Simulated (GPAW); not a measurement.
# Surface energy and work function of Pb(111) from slabs of 3 to 12 layers (LDA)

How do energy and work function of Pb(111) films settle with thickness, and what surface energy follows?

Set-up. GPAW 26.7.0, plane waves at 450 eV with PAW setups; symmetric 1×1 slabs cut at the tabulated lattice constant (two decimals; low-temperature values for the alkali metals), atoms at bulk places, 7.5 Å of vacuum on each side, one in-plane mesh for all thicknesses, Fermi-Dirac smearing of 0.1 eV. Energies are extrapolated to zero smearing and count from the program's reference atoms. Functional LDA. The cell's area is 10.610 Å².

Results, with one row withheld:

| layers | energy (eV) | work function (eV) |
| --- | --- | --- |
| 3 | −12.7904 | 4.27 |
| 4 | −17.3982 | 4.08 |
| 5 | −21.8151 | 4.03 |
| 6 | −26.3554 | 4.10 |
| 7 | −30.8208 | 4.01 |
| 8 | −35.3432 | 4.12 |
| 9 | −39.8276 | 4.01 |
| 10 | −44.3138 | 4.12 |
| 11 | −48.8233 | 4.04 |
| 12 | ? | ? |

**Question.** What surface energy do these runs give, and what energy and work function should the 12-layer slab have?

A: A slab of n layers has E(n) = nε + 2Aγ once its middle is bulk-like. A line through n = 6 to 11 has the slope ε = −4.4944 eV a layer and the intercept 2Aγ = 0.6214 eV (r.m.s. residual 10.5 meV). So γ = 0.6214 / (2 × 10.610 Å²) = 0.0293 eV/Å² = 0.47 J/m², with a standard error of about 0.02 J/m² from the scatter about the line. For 12 layers: 0.6214 + 12 × (−4.4944) = −53.311 eV; the run gives −53.301 eV, 9.6 meV over the line. The work function has no such law: from 6 to 11 layers it moves between 4.01 and 4.12 eV (mean 4.07), and the 12-layer slab gives 4.08 eV. The thinnest slab, 3 layers, lies +0.20 eV from that mean. The values go up and down with thickness, as expected where levels confined across the film cross the Fermi level one by one.

**Limits.** The surfaces are unrelaxed, so γ is an upper bound for this functional and lattice constant. The tabulated lattice constant isn't the functional's own, which strains the slab a little. Spin-orbit coupling is left out.
